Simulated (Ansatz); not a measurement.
## Transmission past a defect: Cu wire along [110], 4 atoms a period, vacancy of one Cu

What does the defect do to the conductance?

Calculated with Ansatz 0.2.0; DFT PBE, plane waves, PAW; relaxation of a wire's period, in the first sound run; inputs show where later runs differ.

Most raw output is cut from this account.

### 1. Starting point

The cell holds 4 atoms: 4 Cu. Its edges and angles: a = 8.615 Å, b = 10.650 Å, c = 2.567 Å, α = 90.0°, β = 90.0°, γ = 90.0°. Vacuum lies along a and b. The structure's axis is c.

Coordinates:

```cif
data_structure
_symmetry_space_group_name_H-M 'P 1'
_symmetry_Int_Tables_number 1
_cell_length_a 8.6150
_cell_length_b 10.6500
_cell_length_c 2.5668
_cell_angle_alpha 90.000
_cell_angle_beta 90.000
_cell_angle_gamma 90.000
_cell_volume 235.50
loop_
_atom_site_label
_atom_site_type_symbol
_atom_site_fract_x
_atom_site_fract_y
_atom_site_fract_z
_atom_site_occupancy
Cu1 Cu 0.39466 0.43976 0.00000 1
Cu2 Cu 0.60534 0.31925 0.50000 1
Cu3 Cu 0.60534 0.56026 0.50000 1
Cu4 Cu 0.39466 0.68077 0.00000 1
```

### 2. Relaxing the period

Band widths follow the bond lengths, so the wire is relaxed first. The atoms and the third cell vector are free; the box across stays fixed as vacuum. A Fermi-Dirac smearing is set since the result may be a metal. The pressure printed is a third of the stress's trace over the whole box, vacuum included; only the stress along the axis is relaxed.

input.yaml

```yaml
crystal:
  lattice:
    - [8.615, 0.0, 0.0]
    - [0.0, 10.65, 0.0]
    - [0.0, 0.0, 2.5667976157]
  atoms:
    - { symbol: Cu, position: [0.394660476, 0.439755757, 0.0] }
    - { symbol: Cu, position: [0.605339524, 0.319248826, 0.5] }
    - { symbol: Cu, position: [0.605339524, 0.560262687, 0.5] }
    - { symbol: Cu, position: [0.394660476, 0.680769617, 0.0] }
kpoints:
  mp_grid: { grid: [1, 1, 32] }
scf:
  occupations: { method: fermi_dirac, width: 0.05 }
hamiltonian:
  xc: pbe
relax:
  cell: { fix: [a, b, alpha, beta, gamma] }
  max_steps: 60
```

Run with:

```bash
$ ansatz run input.yaml --threads 4 --pin off --max-ram 16384MiB --backend cpu --events-out ev --progress --plain --runs-dir out
```

The job ended after 20 s (4 threads of Arm Neoverse V1, shared host; peak memory 0.63 GiB; 72 s of CPU time).

Relaxation path:

| step | energy less that of the first step (eV) | largest force component (eV/Å) | pressure (GPa) | volume (Å³) |
| --- | --- | --- | --- | --- |
| 1 | 0.0000 | 0.6879 | -2.11 | 235.50 |
| 2 | -0.1991 | 0.3618 | -1.09 | 229.68 |
| 3 | -0.2537 | 0.1917 | 0.61 | 221.63 |
| 4 | -0.2635 | 0.0167 | 0.01 | 223.59 |
| 5 | -0.2637 | 0.0042 | 0.06 | 223.34 |
| 6* | -0.2610 | 0.0042 | 0.07 | 223.34 |

Relaxation steps marked * repeat the geometry before them on a plane-wave basis chosen anew for their cell, so energy and pressure can jump there.

Forces are held to the 4 operations that the run works with; a distortion that breaks them can't arise in this run.

| cell as run | before | after | change |
| --- | --- | --- | --- |
| c (Å) | 2.567 | 2.434 | -5.2 % |

The atoms that moved most (Å, along periodic axes as changes of fractional coordinates times the final cell, across vacuum about the mean position):

| atom | dx | dy | dz | length |
| --- | --- | --- | --- | --- |
| Cu2 | -0.058 | 0.133 | 0.000 | 0.145 |
| Cu4 | 0.058 | -0.133 | 0.000 | 0.145 |
| Cu3 | 0.013 | -0.024 | 0.000 | 0.027 |
| Cu1 | -0.013 | 0.024 | 0.000 | 0.027 |

Numbers from this step:

| Property | Result |
| --- | --- |
| energy at zero smearing | -26496.5790 eV |
| cell length along the wire | 2.434 Å |

The cell's length comes to 2.434 Å with spin left out.

### 3. The wire at its relaxed period

This step: DFT PBE, plane waves, PAW; channels and complex bands of a perfect wire (Ansatz 0.2.0).

At the relaxed period the Bloch states of the perfect wire are found at each energy: those that move forward count the open channels, and those that decay describe how a disturbance dies away inside the wire itself. An energy step of 0.035 eV is under the 0.039 eV that the program asks for its thermal average at 300 K.

input.yaml

```yaml
crystal:
  lattice:
    - [8.615, 0.0, 0.0]
    - [0.0, 10.65, 0.0]
    - [0.0, 0.0, 2.4341945618]
  atoms:
    - { symbol: Cu, position: [0.393193592, 0.44203737, 0.0] }
    - { symbol: Cu, position: [0.598664468, 0.331705733, 0.5] }
    - { symbol: Cu, position: [0.606806408, 0.55796263, 0.5] }
    - { symbol: Cu, position: [0.401335532, 0.668294267, 0.0] }
kpoints:
  mp_grid: { grid: [1, 1, 33] }
scf:
  occupations: { method: fermi_dirac, width: 0.05 }
hamiltonian:
  xc: pbe
output:
  transmission:
    e_range: [-1.26, 1.26]
    de: 0.035
    kmesh: [1, 1]
    reduced_basis: true
    leads: [[0, 0]]
basis:
  ecutwfc: "350 eV"
```

The job ended after 69 s (4 threads; peak memory 1.2 GiB).

This step gave:

```yaml
energy_at_zero_smearing: -26496.5295 eV
channels_at_the_energy_nearest_the_fermi_level_one_spin: 4
conductance_of_the_lead_as_this_run_defines_it: 3.776 G₀
band_gap: 0 eV
```

Table of open channels of the lead, one spin by energy, zero at the Fermi level:

energy (eV), open channels of the lead, one spin and a bar from the least value:
```
    -1.26       6.00 ##############################
    -1.19       4.00 ###############
    -1.12       2.00 
    -1.05       2.00 
    -0.98       2.00 
    -0.91       3.00 ########
    -0.84       3.00 ########
    -0.77       3.00 ########
    -0.70       3.00 ########
    -0.63       3.00 ########
    -0.59       3.00 ########
    -0.53       3.00 ########
    -0.46       3.00 ########
    -0.39       3.00 ########
    -0.32       3.00 ########
    -0.24       3.00 ########
    -0.17       3.00 ########
    -0.10       3.00 ########
    -0.04       3.00 ########
     0.00       4.00 ###############
     0.04       4.00 ###############
     0.10       4.00 ###############
     0.17       4.00 ###############
     0.24       4.00 ###############
     0.32       4.00 ###############
     0.39       4.00 ###############
     0.46       4.00 ###############
     0.53       4.00 ###############
     0.59       4.00 ###############
     0.63       4.00 ###############
     0.70       4.00 ###############
     0.77       4.00 ###############
     0.84       4.00 ###############
     0.91       4.00 ###############
     0.98       4.00 ###############
     1.05       4.00 ###############
     1.12       4.00 ###############
     1.19       4.00 ###############
     1.26       5.00 ######################
```

The slowest values at each energy, most degenerate partners merged, listed up to 1.5 1/Å. Im kz of the slowest decaying states against energy, zero at the Fermi level:

| energy (eV) | decay 1 (Å⁻¹) | decay 2 (Å⁻¹) | decay 3 (Å⁻¹) | decay 4 (Å⁻¹) |
| --- | --- | --- | --- | --- |
| -1.26 | 0.180 | 0.199 | 0.265 | 0.459 |
| -1.16 | 0.117 | 0.141 | 0.228 | 0.266 |
| -1.05 | 0.125 | 0.177 | 0.192 | 0.289 |
| -0.94 | 0.0349 | 0.231 | 0.268 | 0.324 |
| -0.84 | 0.254 | 0.334 | 0.339 | 0.360 |
| -0.77 | 0.263 | 0.346 | 0.371 | 0.376 |
| -0.67 | 0.268 | 0.354 | 0.394 | 0.420 |
| -0.56 | 0.264 | 0.359 | 0.408 | 0.456 |
| -0.46 | 0.251 | 0.362 | 0.419 | 0.460 |
| -0.35 | 0.228 | 0.363 | 0.428 | 0.461 |
| -0.24 | 0.194 | 0.362 | 0.433 | 0.460 |
| -0.14 | 0.143 | 0.359 | 0.437 | 0.457 |
| -0.04 | 0.0240 | 0.354 | 0.439 | 0.453 |
| 0.00 | 0.352 | 0.439 | 0.451 | 0.638 |
| 0.04 | 0.350 | 0.440 | 0.449 | 0.647 |
| 0.14 | 0.342 | 0.439 | 0.443 | 0.674 |
| 0.24 | 0.332 | 0.434 | 0.437 | 0.699 |
| 0.35 | 0.319 | 0.425 | 0.433 | 0.724 |
| 0.46 | 0.305 | 0.413 | 0.428 | 0.748 |
| 0.56 | 0.287 | 0.400 | 0.422 | 0.768 |
| 0.67 | 0.267 | 0.386 | 0.414 | 0.768 |
| 0.77 | 0.243 | 0.369 | 0.405 | 0.766 |
| 0.84 | 0.224 | 0.357 | 0.399 | 0.765 |
| 0.94 | 0.192 | 0.338 | 0.388 | 0.762 |
| 1.05 | 0.149 | 0.315 | 0.375 | 0.758 |
| 1.16 | 0.0831 | 0.290 | 0.361 | 0.753 |
| 1.26 | 0.260 | 0.345 | 0.747 | 0.853 |

By hand: the program gives 3.1888 × 10^14 S/m² over the cell's cross-section of 91.75 Å² = 9.175 × 10^-19 m², so one cell conducts 2.926 × 10^-4 S. Divided by G0 = 2e²/h = 7.748 × 10^-5 S this is 3.78 G0, a resistance of 3.42 kΩ.

At the computed energy nearest the Fermi level there are 4 channels a spin, and the thermal average gives 3.78 G₀.

### 4. Relaxing the junction

This step: DFT PBE, plane waves, PAW; relaxation of a junction in a wire, ends held (Ansatz 0.2.0).

System of this step: Cu wire along [110], 4 atoms a period, vacancy of one Cu. The cell holds 35 atoms: 35 Cu. Cell: a = 8.615 Å, b = 10.650 Å, c = 21.908 Å, α = 90.0°, β = 90.0°, γ = 90.0°. Regions: held atoms, 24 atoms (24 Cu); free atoms, 11 atoms (11 Cu). Vacuum lies along a and b. The structure's axis is c.

11 atoms at the defect are free to relax, while 24 stay where the perfect wire has them, so that the ends still repeat as a lead. The cutoff is set under the files' recommended one to save time.

input.yaml

```yaml
crystal:
  lattice:
    - [8.615, 0.0, 0.0]
    - [0.0, 10.65, 0.0]
    - [0.0, 0.0, 21.9077510561]
  atoms:
    - { symbol: Cu, position: [0.393193592, 0.44203737, 0.0] }
    - { symbol: Cu, position: [0.598664468, 0.331705733, 0.055555556] }
    - { symbol: Cu, position: [0.606806408, 0.55796263, 0.055555556] }
    - { symbol: Cu, position: [0.401335532, 0.668294267, 0.0] }
    - { symbol: Cu, position: [0.393193592, 0.44203737, 0.111111111] }
    - { symbol: Cu, position: [0.598664468, 0.331705733, 0.166666667] }
    - { symbol: Cu, position: [0.606806408, 0.55796263, 0.166666667] }
    - { symbol: Cu, position: [0.401335532, 0.668294267, 0.111111111] }
[... 23 atom lines left out ...]
    - { symbol: Cu, position: [0.393193592, 0.44203737, 0.888888889] }
    - { symbol: Cu, position: [0.598664468, 0.331705733, 0.944444444] }
    - { symbol: Cu, position: [0.606806408, 0.55796263, 0.944444444] }
    - { symbol: Cu, position: [0.401335532, 0.668294267, 0.888888889] }
magnetization:
  spin_polarized: true
kpoints:
  mp_grid: { grid: [1, 1, 2] }
scf:
  occupations: { method: fermi_dirac, width: 0.1 }
hamiltonian:
  xc: pbe
relax:
  constraints:
    - { sites: [0, 1, 2, 3, 4, 5, 6, 7, 8, 9, 10, 11, 23, 24, 25, 26, 27, 28, 29, 30, 31, 32, 33, 34] }
  f_tol: 0.06
  max_steps: 35
basis:
  ecutwfc: "350 eV"
```

It took 18 min on 4 threads; peak memory 7.9 GiB; 71 min of CPU time.

The steps of the relaxation:

| step | energy less that of the first step (eV) | largest force component (eV/Å) |
| --- | --- | --- |
| 1 | 0.0000 | 0.2687 |
| 2 | -0.0224 | 0.2223 |
| 3 | -0.0746 | 0.1993 |
| 4 | -0.1313 | 0.2489 |
| 5 | -0.1956 | 0.2721 |
| 6 | -0.2633 | 0.2559 |
| 7 | -0.3347 | 0.1916 |
| 8 | -0.4252 | 0.1425 |
| 9 | -0.5264 | 0.1555 |
| 10 | -0.6253 | 0.1171 |
| 11 | -0.6907 | 0.1096 |
| 12 | -0.7443 | 0.1135 |
| 13 | -0.7857 | 0.2481 |
| 14 | -0.8403 | 0.2235 |
| 15 | -0.8669 | 0.1926 |
| 16 | -0.8806 | 0.0184 |
| 17 | -0.8806 | 0.0184 |

The atoms that moved most (Å):

| atom | dx | dy | dz | length |
| --- | --- | --- | --- | --- |
| Cu18 | 0.113 | 1.553 | 0.146 | 1.564 |
| Cu14 | -0.965 | -0.091 | 1.048 | 1.427 |
| Cu19 | 1.194 | 0.067 | 0.302 | 1.233 |
| Cu17 | -0.383 | 0.731 | 0.024 | 0.826 |
| Cu20 | -0.134 | -0.662 | -0.262 | 0.725 |
| Cu23 | -0.105 | -0.660 | -0.057 | 0.671 |
| Cu15 | 0.140 | -0.620 | 0.017 | 0.636 |
| Cu16 | 0.219 | -0.212 | 0.385 | 0.490 |

Numbers from this step:

- energy at zero smearing: -231844.3484 eV

The largest force component on a free atom ends at 0.018 eV/Å, under the limit of 0.06.  8 atoms of the wire itself, hydrogen apart, moved by over 0.45 Å, up to 1.56 Å.

(Continued in part 2 of 2.)

[Logs are printed without paths, hosts, clocks, repeated set-up lines and the standing remarks that a program may print on its own settings, such as how far it seeks lower states.]

[Hosts, paths, dates, database ids (printed as entryN), source tags and the programs' standing remarks are cut or masked in the printed files.]
